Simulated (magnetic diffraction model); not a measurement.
**Magnetic neutron pattern of CeBe2**

Space group Cmcm (no. 63), a = 5.3800 Å, b = 9.4650 Å, c = 9.1060 Å.

| site | atom | x | y | z |
| --- | --- | --- | --- | --- |
| 8f | Ce | 0 | 0.3307 | 0.0642 |
| 8g | Be | 0.2420 | 0.4128 | 3/4 |
| 4c | Be | 0 | 0.1707 | 3/4 |
| 4a | Be | 0 | 0 | 0 |

This is a made-up structure (elements placed in a structure type, unrelaxed), so the numbers test the method and describe no known phase.

Only Ce is taken to order (form factors of Ce3+); orders and moment sizes are assumed, and not adapted to the symmetry. Radiation: neutrons of λ = 1.594 Å, 2° to 45°; isotropic B of 0.69 Å² (Ce) and 1.15 Å² (Be). The intensities are simulated: I ∝ L Σ (|F_N|² + |F_M⊥|²) for unpolarised neutrons, with F_M = 2.695 fm/μB × Σ f(s) S exp(2πi Q·r) exp(−B s²) at Q = H ± k (one set where k and −k are equivalent), only the part normal to Q counting and L = 1/(sin²θ cos θ). For a modulated order the moment at position r is S exp(−2πi k·r) + c.c., with S = m/2 for a sine wave of amplitude m and S = m(u + iv)/2 for moments turning in a plane, u and v being orthogonal unit vectors in it; the phase factor of the sum at Q = H + k is then exp(2πi H·r). Form factors are spin-only for 3d ions and dipole or tabulated for f ions, scattering lengths are Sears's of 1992, and absorption is left out. A label names one of the reflections at its angle. The strongest nuclear line in the range is 100, and lines under 0.2 are left out.

Assume the order k = (0 0 1/5), moments turning in the plane of [010] and [001], 1.7 μB on Ce; signs + at (0, 0.3307, 0.0642), + at (1/2, 0.1693, 0.9358), + at (1/2, 0.1693, 0.5642), − at (0, 0.3307, 0.4358).

Predict the pattern, nuclear and magnetic parts apart.

```csv
2θ (°),index,nuclear,magnetic
2.01,(0 0 1/5),0.0,99.2
8.03,(0 0 4/5),0.0,6.1
12.06,(0 0 6/5),0.0,2.7
18.13,(0 0 9/5),0.0,1.1
19.39,(0 2 0),6.2,0.0
19.50,(0 2 1/5),0.0,1.9
19.62,(1 1 0),14.8,0.0
19.73,(1 1 1/5),0.0,6.6
20.16,(0 0 2),14.7,0.0
21.02,(0 2 4/5),0.0,1.6
21.23,(1 1 4/5),0.0,5.3
21.88,(0 2 1),5.3,0.0
22.09,(1 1 1),9.5,0.0
22.20,(0 0 11/5),0.0,0.7
22.90,(0 2 6/5),0.0,1.4
23.09,(1 1 6/5),0.0,4.1
26.67,(0 2 9/5),0.0,1.0
26.84,(1 1 9/5),0.0,2.7
28.12,(0 2 2),0.3,0.0
28.28,(1 1 2),0.8,0.0
28.37,(0 0 14/5),0.0,0.4
29.64,(0 2 11/5),0.0,0.8
29.80,(1 1 11/5),0.0,2.0
32.53,(0 0 16/5),0.0,0.3
34.06,(1 3 0),12.8,0.0
34.12,(1 3 1/5),0.0,1.4
34.47,(2 0 0),6.3,0.0
34.53,(2 0 1/5),0.0,1.1
34.60,(0 2 14/5),0.0,0.5
34.73,(1 1 14/5),0.0,1.3
35.05,(1 3 4/5),0.0,1.3
35.45,(2 0 4/5),0.0,1.0
36.25,(1 3 6/5),0.0,1.1
36.35,(0 2 3),26.4,0.0
36.48,(1 1 3),53.5,0.0
36.64,(2 0 6/5),0.0,0.9
38.15,(0 2 16/5),0.0,0.4
38.28,(1 1 16/5),0.0,1.0
38.85,(1 3 9/5),0.0,0.9
39.21,(2 0 9/5),0.0,0.7
39.37,(0 4 0),3.8,0.0
39.42,(0 4 1/5),0.0,0.4
39.85,(2 2 0),7.3,0.0
39.90,(1 3 2),95.3,0.0
39.91,(2 2 1/5),0.0,1.3
40.24,(0 4 4/5),0.0,0.4
40.26,(2 0 2),46.8,0.0
40.72,(2 2 4/5),0.0,1.2
```
(The table stops after 48 lines; 13 more lie at higher angle.)

The strongest magnetic line in the range is (0 0 1/5) at 2.01° (99.2). On top of the Lorentz factor, which all lines share, magnetic lines fade with angle because f falls: for Ce3+ it is 0.96, 0.86, 0.71 and 0.43 at sin θ/λ = 0.1, 0.2, 0.3 and 0.5 Å⁻¹, while nuclear lengths stay constant. The order has no net moment.

[Logs are printed without paths, hosts, clocks, repeated set-up lines and the standing remarks that a program may print on its own settings, such as how far it seeks lower states.]
